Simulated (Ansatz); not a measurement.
## A hypothetical structure for GaAs2Pb

This structure for GaAs2Pb is made up. Its elements were placed in a known structure type with a cell scaled to their sizes. What cell does the guess relax to, and how far off was it?

Method: DFT, r2SCAN, plane-wave PAW, files of the set soft_1, scalar-relativistic, no spin, cell and ions relaxed at zero pressure; PAW set soft_1, in the first sound run; inputs show where later runs differ, in Ansatz 0.2.0.

### Step 1. The starting structure

It takes space group R3m (No. 160, trigonal). Conventional cell: a = 4.342 Å, b = 4.342 Å, c = 21.840 Å, α = 90.00°, β = 90.00°, γ = 120.00°. Nearest to Pb lie 4 As at 2.64 to 2.77 Å. As has 3 Pb at 2.77 Å and 1 Ga at 2.85 Å nearest. Nearest to As lie 3 Ga at 2.58 Å and 1 Pb at 2.64 Å. Nearest to Ga lie 4 As at 2.58 to 2.85 Å. Farther neighbours are not listed.

Structure file:

```cif
data_structure
_symmetry_space_group_name_H-M 'R3m:H'
_symmetry_Int_Tables_number 160
_cell_length_a 4.3420
_cell_length_b 4.3420
_cell_length_c 21.8400
_cell_angle_alpha 90.000
_cell_angle_beta 90.000
_cell_angle_gamma 120.000
_cell_volume 356.58
loop_
_atom_site_label
_atom_site_type_symbol
_atom_site_symmetry_multiplicity
_atom_site_Wyckoff_symbol
_atom_site_fract_x
_atom_site_fract_y
_atom_site_fract_z
_atom_site_occupancy
Pb1 Pb 3 a 0.00000 0.00000 0.00790 1
As1 As 3 a 0.33333 0.66667 0.28770 1
As2 As 3 a 0.00000 0.00000 0.12880 1
Ga1 Ga 3 a 0.33333 0.66667 0.15700 1
```

### Step 2. Relaxing cell and atoms

The guess takes its coordinates from another compound and its volume from a rule, so the cell and any free coordinates are relaxed together.

Input file input.yaml:

```yaml
crystal:
  lattice:
    - [2.171, 1.253427434, 7.28]
    - [-2.171, 1.253427434, 7.28]
    - [0.0, -2.506854869, 7.28]
  atoms:
    - { symbol: Pb, position: [0.0079, 0.0079, 0.0079] }
    - { symbol: As, position: [0.621033333, 0.621033333, 0.621033333] }
    - { symbol: As, position: [0.1288, 0.1288, 0.1288] }
    - { symbol: Ga, position: [0.490333333, 0.490333333, 0.490333333] }
kpoints:
  mp_grid: { grid: [7, 7, 7] }
scf:
  occupations: { method: fermi_dirac, width: 0.05 }
hamiltonian:
  xc: r2scan
  pseudopotentials: { kind: paw, azcp: { folder: soft_1 } }
relax:
  f_tol: 0.015
  max_steps: 70
  cell: {}
output:
  forces: true
  stress: true
```

On the command line:

```bash
> ansatz run input.yaml --threads 4 --pin off --max-ram 10240MiB --backend cpu --events-out ev --progress --plain --runs-dir out
```

Numbers of over 12 decimals in the logs are rounded to 6 here.

Output:

```text
basis.fft_grid_basis auto: the FFT boxes are laid along the combinations [[1, 0, -1], [0, 1, -1], [0, 0, 1]] of the cell's own vectors, 4.342, 4.342 and 7.700 Å long. The dense box has 32×32×60 points. Along the cell's own vectors, as sized, it would have 60×60×60, 3.52 times as many. Of the 6 symmetry operations that the crystal satisfies within crystal.symmetry.tolerance (time reversal apart; of a slab, those that  [...]
Engine: ansatz 0.2.0, aarch64-unknown-linux-gnu
Pseudopotentials: kind: paw
Pseudopotential: Pb, paw, valence charge 14, recommended cutoff 500 eV (meta_gga), soft_1/Pb.paw.azcp
Pseudopotential: As, paw, valence charge 15, recommended cutoff 500 eV (meta_gga), soft_1/As.paw.azcp
Pseudopotential: Ga, paw, valence charge 13, recommended cutoff 500 eV (meta_gga), soft_1/Ga.paw.azcp
Functional definition: r2SCAN
  parameter k0 = 0.174
  parameter k1 = 0.065
  parameter a1 = 4.9479
  exchange = r2scan_x(k0 = k0, k1 = k1, a1 = a1)
  correlation = r2scan_c
Crystal: 4 atoms, lattice volume = 118.862 Å³
Basis set: ecut = 500 eV, 2973 PW (Γ), FFT grids on a1−a3, a2−a3, a3, exchange–correlation on 128×128×240 points (64 copies of the dense FFT grid, shifted against one another)
Bands: 35, of which v1, the nominal top of the filled ones, is band 29 counted from 1 (28 counted from 0)
Symmetry: 6 space group operations
Space group: R3m (ITA 160), of the structure as read, at distance tolerance 4.9e-5 Å
k-points: 44 of 343 (time reversal used)
Non-local potential: Pb, projectors of the file, l = 0: 2, l = 1: 2, l = 2: 2, l = 3: 1
Non-local potential: As, projectors of the file, l = 0: 2, l = 1: 2, l = 2: 3, l = 3: 1
Non-local potential: Ga, projectors of the file, l = 0: 2, l = 1: 2, l = 2: 3, l = 3: 1
PAW form: soft (Blöchl's): semilocal exchange-correlation on the pseudo side does not see the compensation charge
PAW frozen core: Pb, regenerated for the run's functional (the file was generated under x = pbe(κ = 0.804, μ = 0.219515), c = pbe(β = 0.066725))
PAW frozen core: As, regenerated for the run's functional (the file was generated under x = pbe(κ = 0.804, μ = 0.219515), c = pbe(β = 0.066725))
PAW frozen core: Ga, regenerated for the run's functional (the file was generated under x = pbe(κ = 0.804, μ = 0.219515), c = pbe(β = 0.066725))
PAW one-centre angular grid: Pb, 590 points (default); XC on 160 Gauss nodes
PAW one-centre angular grid: As, 590 points (default); XC on 160 Gauss nodes
PAW one-centre angular grid: Ga, 590 points (default); XC on 160 Gauss nodes
Initial density: superposition of atomic densities (chi_scale 0.1, normalization cell, long waves kept (reshape's long-wave potential 0.19 eV rms))
Initial wavefunctions: pseudopotential atomic-orbital guess
Functional: x = r2scan, c = r2scan; τ floored in thin density (d = 2e-4 eV/Å³)
SCF iter   1: F=—  HF=-25443.158763 eV  |F-HF|=—  |Δ(HF+E_count)|=         —  Δρ=3.75e-2  dr2=4.68e0  dr2_τ=1.09e-2  ethr=3.10e-3  ⟨swp⟩=6.8  Hψ=6825  notcnv=0
preconditioner: auto → LDOS  [metal: Δε(μ)=0.002 eV  Ē_g=15.077 eV  σ=0.050 eV  W_gap=0.01  n_scr=28 (ndim 8)  ℏωp=20.7 eV  f_vac=0.041  D(μ)=2.58/eV (n_scr^D=16)  β→1.0]
SCF iter   2: F=—  HF=-25442.217501 eV  |F-HF|=—  |Δ(HF+E_count)|=   9.41e-1  Δρ=1.82e-2  dr2=2.94e-1  dr2_τ=6.83e-3  ethr=3.10e-3  ⟨swp⟩=3.5  Hψ=3001  notcnv=0  defer=35
SCF iter   3: F=—  HF=-25442.283851 eV  |F-HF|=—  |Δ(HF+E_count)|=   6.63e-2  Δρ=1.12e-2  dr2=1.92e-1  dr2_τ=9.73e-4  ethr=5.15e-4  ⟨swp⟩=3.1  Hψ=3229  notcnv=0  defer=34
SCF iter   4: F=—  HF=-25442.157496 eV  |F-HF|=—  |Δ(HF+E_count)|=   1.26e-1  Δρ=2.93e-3  dr2=7.24e-3  dr2_τ=8.99e-5  ethr=3.37e-4  ⟨swp⟩=3.2  Hψ=2563  notcnv=0  defer=34
SCF iter   5: F=—  HF=-25442.156262 eV  |F-HF|=—  |Δ(HF+E_count)|=   1.23e-3  Δρ=5.91e-4  dr2=8.77e-4  dr2_τ=1.09e-5  ethr=1.27e-5  ⟨swp⟩=2.1  Hψ=2554  notcnv=0  defer=34
SCF iter   6: F=—  HF=-25442.156205 eV  |F-HF|=—  |Δ(HF+E_count)|=   5.76e-5  Δρ=1.35e-4  dr2=3.27e-5  dr2_τ=6.48e-7  ethr=1.54e-6  ⟨swp⟩=2.0  Hψ=2112  notcnv=0  defer=34
SCF iter   7: F=—  HF=-25442.156216 eV  |F-HF|=—  |Δ(HF+E_count)|=   1.17e-5  Δρ=5.35e-5  dr2=5.33e-6  dr2_τ=1.06e-7  ethr=5.73e-8  ⟨swp⟩=2.1  Hψ=2574  notcnv=0  defer=33
SCF iter   8: F=—  HF=-25442.156216 eV  |F-HF|=—  |Δ(HF+E_count)|=   9.36e-8  Δρ=1.12e-5  dr2=1.90e-7  dr2_τ=1.76e-9  ethr=9.35e-9  ⟨swp⟩=2.0  Hψ=2557  notcnv=0  defer=33
SCF iter   9: F=-25442.156216 eV  HF=-25442.156216 eV  |F-HF|=1.80e-8  |Δ(HF+E_count)|=   6.27e-9  Δρ=3.35e-6  dr2=1.89e-8  dr2_τ=4.89e-10  ethr=1.75e-10  ⟨swp⟩=5.0  Hψ=5665  notcnv=0
SCF 1 converged in 9 iterations: F = -25442.156216 eV  dr2 = 1.89e-8
  greatest PAW one-centre occupation: 0.999 electrons in one spin orbital (limit 2), on the As atom at site 1 (counted from 0), in its partial waves of l = 2
relax step   1: F+E_penalty+E_count = -25442.15621625 eV  Δ(F+E_penalty+E_count) = +0.000e0 eV  max|allowed force component| = 1.269e0 eV/Å  Δτ_max = 0.0000 Å  P = -0.193 GPa  Ω = 118.862 Å³  (9 SCF iters, dr2 threshold 1.00e-7 eV, accepted)
Crystal: 4 atoms, lattice volume = 117.044 Å³
Basis set: ecut = 500 eV, 2949 PW (Γ), FFT grids on a1−a3, a2−a3, a3, exchange–correlation on 128×128×240 points (64 copies of the dense FFT grid, shifted against one another)
Initial density: handed on by an earlier stage of this run
Initial wavefunctions: those handed on with the density
iter 1 solved again at ethr=6.97e-4 eV; its pass at ethr=3.10e-3 eV (dr2=3.97e-1 eV) is discarded
SCF iter   1: F=—  HF=-25441.934701 eV  |F-HF|=—  |Δ(HF+E_count)|=         —  Δρ=2.01e-2  dr2=4.03e-1  dr2_τ=9.50e-1  ethr=6.97e-4  ⟨swp⟩=1.1  Hψ=7950  notcnv=0
preconditioner: auto → LDOS  [metal: Δε(μ)=0.058 eV  Ē_g=15.115 eV  σ=0.050 eV  W_gap=0.26  n_scr=28 (ndim 8)  ℏωp=20.9 eV  f_vac=0.115  D(μ)=1.50/eV (n_scr^D=2)  β→1.0]
SCF iter   2: F=—  HF=-25442.653706 eV  |F-HF|=—  |Δ(HF+E_count)|=   7.19e-1  Δρ=1.04e-2  dr2=2.67e-1  dr2_τ=3.09e-3  ethr=6.97e-4  ⟨swp⟩=4.1  Hψ=3058  notcnv=0
SCF iter   3: F=—  HF=-25442.581492 eV  |F-HF|=—  |Δ(HF+E_count)|=   7.22e-2  Δρ=2.42e-3  dr2=4.88e-3  dr2_τ=1.59e-4  ethr=4.68e-4  ⟨swp⟩=3.0  Hψ=2772  notcnv=0  defer=12
SCF iter   4: F=—  HF=-25442.583529 eV  |F-HF|=—  |Δ(HF+E_count)|=   2.04e-3  Δρ=7.25e-4  dr2=6.38e-4  dr2_τ=1.16e-5  ethr=8.55e-6  ⟨swp⟩=2.0  Hψ=2532  notcnv=0  defer=13
SCF iter   5: F=—  HF=-25442.583507 eV  |F-HF|=—  |Δ(HF+E_count)|=   2.20e-5  Δρ=4.31e-4  dr2=1.63e-4  dr2_τ=1.81e-6  ethr=1.12e-6  ⟨swp⟩=2.0  Hψ=2782  notcnv=0  defer=13
[...]
iter 1 solved again at ethr=1.46e-4 eV; its pass at ethr=3.10e-3 eV (dr2=8.34e-2 eV) is discarded
SCF iter   1: F=—  HF=-25442.495165 eV  |F-HF|=—  |Δ(HF+E_count)|=         —  Δρ=7.35e-3  dr2=8.37e-2  dr2_τ=8.85e-2  ethr=1.46e-4  ⟨swp⟩=1.6  Hψ=7512  notcnv=0
automatic band count: iteration 1 solves 33 bands in place of 35: the levels show a gap, and the empty bands left out lie too high to hold charge; the band table lists the bands solved (type scf.n_extra_bands for more)
preconditioner: auto → LDOS  [metal: Δε(μ)=0.094 eV  Ē_g=14.383 eV  σ=0.050 eV  W_gap=0.39  n_scr=28 (ndim 8)  ℏωp=21.3 eV  f_vac=0.093  D(μ)=1.45/eV (n_scr^D=2)  β→1.0]
SCF iter   2: F=—  HF=-25442.625068 eV  |F-HF|=—  |Δ(HF+E_count)|=   1.30e-1  Δρ=3.52e-3  dr2=2.98e-2  dr2_τ=4.09e-4  ethr=1.46e-4  ⟨swp⟩=7.0  Hψ=5197  notcnv=0  defer=47
automatic band count: iteration 2 solves 35 bands in place of 33: the levels no longer show a gap clear of their residuals, so the SCF keeps every band
SCF iter   3: F=—  HF=-25442.617644 eV  |F-HF|=—  |Δ(HF+E_count)|=   7.42e-3  Δρ=8.71e-4  dr2=1.00e-3  dr2_τ=1.16e-5  ethr=5.23e-5  ⟨swp⟩=2.6  Hψ=2757  notcnv=0  defer=53
SCF iter   4: F=—  HF=-25442.617759 eV  |F-HF|=—  |Δ(HF+E_count)|=   1.14e-4  Δρ=2.07e-4  dr2=6.10e-5  dr2_τ=2.41e-6  ethr=1.76e-6  ⟨swp⟩=2.0  Hψ=2746  notcnv=0  defer=53
SCF iter   5: F=—  HF=-25442.617742 eV  |F-HF|=—  |Δ(HF+E_count)|=   1.60e-5  Δρ=7.45e-5  dr2=6.36e-6  dr2_τ=3.33e-7  ethr=1.07e-7  ⟨swp⟩=2.0  Hψ=2753  notcnv=0  defer=53
SCF iter   6: F=—  HF=-25442.617739 eV  |F-HF|=—  |Δ(HF+E_count)|=   3.30e-6  Δρ=2.27e-5  dr2=4.33e-7  dr2_τ=1.61e-8  ethr=1.12e-8  ⟨swp⟩=2.0  Hψ=2745  notcnv=0  defer=53
SCF iter   7: F=-25442.617739 eV  HF=-25442.617739 eV  |F-HF|=1.19e-7  |Δ(HF+E_count)|=   1.62e-7  Δρ=9.44e-6  dr2=6.96e-8  dr2_τ=1.21e-9  ethr=7.02e-10  ⟨swp⟩=5.0  Hψ=5901  notcnv=0
SCF 3 converged in 7 iterations: F = -25442.617739 eV  dr2 = 6.96e-8
relax step   3: F+E_penalty+E_count = -25442.61773924 eV  Δ(F+E_penalty+E_count) = -3.437e-2 eV  max|allowed force component| = 8.503e-1 eV/Å  Δτ_max = 0.1104 Å  P = +0.711 GPa  Ω = 112.176 Å³  energy of the carried Pulay correction = +8.811e-4 eV  (7 SCF iters, dr2 threshold 4.00e-7 eV, accepted)
[...]
relax step   4: F+E_penalty+E_count = -25442.65069686 eV  Δ(F+E_penalty+E_count) = -3.296e-2 eV  max|allowed force component| = 2.525e-1 eV/Å  Δτ_max = 0.0469 Å  P = -0.036 GPa  Ω = 113.074 Å³  energy of the carried Pulay correction = +7.598e-4 eV  (7 SCF iters, dr2 threshold 4.00e-7 eV, accepted)
[...]
relax step   5: F+E_penalty+E_count = -25442.65429506 eV  Δ(F+E_penalty+E_count) = -3.598e-3 eV  max|allowed force component| = 1.502e-1 eV/Å  Δτ_max = 0.0259 Å  P = -0.247 GPa  Ω = 113.878 Å³  energy of the carried Pulay correction = +6.520e-4 eV  (7 SCF iters, dr2 threshold 4.00e-7 eV, accepted)
[...]
relax step   6: F+E_penalty+E_count = -25442.65643380 eV  Δ(F+E_penalty+E_count) = -2.139e-3 eV  max|allowed force component| = 6.006e-2 eV/Å  Δτ_max = 0.0120 Å  P = -0.107 GPa  Ω = 113.754 Å³  energy of the carried Pulay correction = +6.686e-4 eV  (5 SCF iters, dr2 threshold 4.00e-7 eV, accepted)
[...]
relax step   7: F+E_penalty+E_count = -25442.65683320 eV  Δ(F+E_penalty+E_count) = -3.994e-4 eV  max|allowed force component| = 9.570e-3 eV/Å  Δτ_max = 0.0061 Å  P = +0.005 GPa  Ω = 113.393 Å³  energy of the carried Pulay correction = +7.170e-4 eV  (5 SCF iters, dr2 threshold 2.25e-7 eV, accepted)
Initial wavefunctions: pseudopotential atomic-orbital guess (no wavefunctions were taken with the density)
iter 1 solved again at ethr=2.23e-8 eV; its pass at ethr=3.10e-3 eV (dr2=1.27e-5 eV) is discarded
SCF iter   1: F=—  HF=-25442.656331 eV  |F-HF|=—  |Δ(HF+E_count)|=         —  Δρ=6.72e-5  dr2=5.94e-7  dr2_τ=1.70e-6  ethr=2.23e-8  ⟨swp⟩=4.4  Hψ=11592  notcnv=0
preconditioner: auto → LDOS  [metal: Δε(μ)=0.050 eV  Ē_g=15.148 eV  σ=0.050 eV  W_gap=0.23  n_scr=28 (ndim 8)  ℏωp=21.2 eV  f_vac=0.103  D(μ)=1.66/eV (n_scr^D=2)  β→1.0]
SCF iter   2: F=—  HF=-25442.656346 eV  |F-HF|=—  |Δ(HF+E_count)|=   1.48e-5  Δρ=1.65e-5  dr2=2.04e-7  dr2_τ=1.85e-9  ethr=1.04e-9  ⟨swp⟩=2.0  Hψ=2809  notcnv=0
SCF iter   3: F=—  HF=-25442.656346 eV  |F-HF|=—  |Δ(HF+E_count)|=   1.56e-7  Δρ=1.12e-5  dr2=9.06e-8  dr2_τ=1.08e-9  ethr=3.58e-10  ⟨swp⟩=2.0  Hψ=2786  notcnv=0
SCF iter   4: F=—  HF=-25442.656346 eV  |F-HF|=—  |Δ(HF+E_count)|=   8.11e-8  Δρ=4.00e-6  dr2=1.24e-8  dr2_τ=7.14e-11  ethr=1.59e-10  ⟨swp⟩=2.0  Hψ=2024  notcnv=0
SCF iter   5: F=—  HF=-25442.656346 eV  |F-HF|=—  |Δ(HF+E_count)|=   1.26e-8  Δρ=8.48e-7  dr2=5.47e-10  dr2_τ=3.84e-12  ethr=2.18e-11  ⟨swp⟩=2.1  Hψ=2412  notcnv=0
SCF iter   6: F=-25442.656346 eV  HF=-25442.656346 eV  |F-HF|=2.91e-11  |Δ(HF+E_count)|=  5.13e-10  Δρ=1.53e-7  dr2=3.11e-11  dr2_τ=1.90e-13  ethr=1.00e-12  ⟨swp⟩=3.9  Hψ=6478  notcnv=0
SCF 8 converged in 6 iterations: F = -25442.656346 eV  dr2 = 3.11e-11
relax step   8: F+E_penalty+E_count = -25442.65634574 eV  Δ(F+E_penalty+E_count) = +4.875e-4 eV  max|allowed force component| = 9.551e-3 eV/Å  Δτ_max = 0.0000 Å  P = +0.002 GPa  Ω = 113.393 Å³  stress off target by 2.05e-2 GPa  SCF on the basis re-selected at this cell (its energy is not comparable with the rows above)  (6 SCF iters)
basis re-selected at this cell: Δ(F+E_penalty+E_count) = +4.875e-4 eV, ΔP = -0.003 GPa vs the last step (what re-selecting the basis moved, of the pressure what is left beyond the Pulay correction that the steps carried, after the strain that the cell walked since its last selection, with what the two solves' SCF thresholds leave and, on support functions, any second-order correction that the steps lacked; it is no m [...]
SCF converged after 6 iterations
Free energy (F): -25442.656346 eV
Harris-Foulkes:  -25442.656346 eV  (|F-HF|=2.91e-11)
Internal energy: -25442.642331 eV  (E = F + TS)
E sigma→0 (E₀):  -25442.649339 eV
Entropy (-TS):   -0.014014 eV (-3.504 meV/atom)
Fermi energy:    7.465439 eV
--- Per-component energies (eV) ---
  E_band       = -733.067577
  E_kinetic    = 597.893803
  E_local      = -7501.240550  (includes V_loc(G=0)·N_el)
  E_nonlocal   = -571.351338
  E_hartree    = 4015.231948
  E_xc         = -381.044639
  E_vxc        = -363.077570  (∫ρ·V_xc dr)
  E_paw        = -16477.461910  (= ΣΔE_a)
  E_vpaw       = -948.079662  (= ΣTr[D̂ρ^β])
  E_aug_tail   = 0.000063  (compensation charges beyond the density's cutoff)
  E_vtau       = 22.323962  (kinetic-family band-sum trace: ∫τ·v_τ [+ j·A + Jᵃ·Aᵃ] dr)
  E_ewald      = -5122.067157
  E_core_change = -2.602552  (= ΣΔE_core)
  E_smearing   = -0.014014  (= −TS)
  E_closure    = 0.000000  (closes the sum)
  Σ components = -25442.656346   (vs F -25442.656346, Δ=0.00e0)
--- Forces (eV/Å), atoms counted from 1 ---
  atom   1  Pb    -0.00000000     0.00000000    -0.00749903
  atom   2  As     0.00000000    -0.00000000     0.00955137
  atom   3  As    -0.00000000    -0.00000000     0.00461789
  atom   4  Ga    -0.00000000     0.00000000    -0.00666891
  max |Σ_I F_I| component: 1.32e-6 eV/Å
--- Stress (GPa, compression-positive) ---
       -0.006890       0.000000       0.000000
        0.000000      -0.006890      -0.000000
        0.000000      -0.000000       0.020492
  P = ⅓ Tr σ = 0.0022 GPa (0.022 kbar)
--- Relaxed structure (7 steps of the walk, 7 accepted, 1 SCFs on fresh bases) ---
  F+E_penalty+E_count = -25442.65634574 eV   max|allowed force component| = 9.551e-3 eV/Å   (the final SCF, on the basis selected at the relaxed cell)
  cell:  # Å, volume = 113.3932 Å³
    - [2.081531, 1.201772, 7.554934]
    - [-2.081531, 1.201772, 7.554934]
    - [0, -2.403545, 7.554934]
  atoms:
    - { symbol: Pb, position: [0.00180138, 0.00180138, 0.00180138] }
    - { symbol: As, position: [0.609666, 0.609666, 0.609666] }
    - { symbol: As, position: [0.135588, 0.135588, 0.135588] }
    - { symbol: Ga, position: [0.501011, 0.501011, 0.501011] }
```

The job ended after 82 s (4 threads of Arm Neoverse V1, shared host; peak memory 0.75 GiB; 5.3 min of CPU time).

Relaxation path:

| step | energy less that of the first step (eV) | largest force component (eV/Å) | pressure (GPa) | volume (Å³) |
| --- | --- | --- | --- | --- |
| 1 | 0.0000 | 1.2687 | -0.19 | 118.86 |
| 2 | -0.4272 | 0.3292 | -0.94 | 117.04 |
| 3 | -0.4615 | 0.8503 | 0.71 | 112.18 |
| 4 | -0.4945 | 0.2525 | -0.04 | 113.07 |
| 5 | -0.4981 | 0.1502 | -0.25 | 113.88 |
| 6 | -0.5002 | 0.0601 | -0.11 | 113.75 |
| 7 | -0.5006 | 0.0096 | 0.01 | 113.39 |
| 8* | -0.5001 | 0.0096 | 0.00 | 113.39 |

Relaxation steps marked * repeat the geometry before them on a plane-wave basis chosen anew for their cell, so energy and pressure can jump there.

The run keeps the 6 symmetry operations that it works with, so distortions that break them were not tested.

| conventional cell, symmetrised | before | after | change |
| --- | --- | --- | --- |
| a (Å) | 4.342 | 4.163 | -4.1 % |
| b (Å) | 4.342 | 4.163 | -4.1 % |
| c (Å) | 21.840 | 22.665 | +3.8 % |
| volume (Å³/atom) | 29.72 | 28.35 | -4.6 % |

The atoms that moved most (Å, as changes of fractional coordinates times the final cell):

| atom | dx | dy | dz | length |
| --- | --- | --- | --- | --- |
| As2 | 0.000 | 0.000 | -0.258 | 0.258 |
| Ga4 | 0.000 | 0.000 | 0.242 | 0.242 |
| As3 | 0.000 | 0.000 | 0.154 | 0.154 |
| Pb1 | 0.000 | 0.000 | -0.138 | 0.138 |

Final coordinates:

```xyz
4
Lattice="2.0815 1.2018 7.5549 -2.0815 1.2018 7.5549 0.0000 -2.4035 7.5549" Properties=species:S:1:pos:R:3 pbc="T T T"
Pb    0.0000    0.0000    0.0408
As    0.0000    0.0000   13.8180
As    0.0000    0.0000    3.0731
Ga    0.0000    0.0000   11.3553
```

This step gave:

```yaml
free_energy: -25442.6563 eV
energy_at_zero_smearing: -25442.6493 eV
smearing_term_ts: 0.01401 eV
fermi_energy: 7.465 eV
electrons: 57
symmetry_operations: 6
pressure: 0.002237 GPa
```

Shortest distances by pair of elements, guess and relaxed (not always the same contact):

| pair | guess (Å) | relaxed (Å) |
| --- | --- | --- |
| As–Ga | 2.581 | 2.463 |
| As–Pb | 2.640 | 2.748 |
| As–As | 4.281 | 3.994 |
| Pb–Pb | 4.342 | 4.163 |
| Ga–Ga | 4.342 | 4.163 |

The relaxation ends with a largest force component of 0.0096 eV/Å and a pressure of 0.00 GPa.

[end of part 1 of 2]

[Logs are printed without paths, hosts, clocks, repeated set-up lines and the standing remarks that a program may print on its own settings, such as how far it seeks lower states.]

[Hosts, paths, dates, database ids (printed as entryN), source tags and the programs' standing remarks are cut or masked in the printed files.]
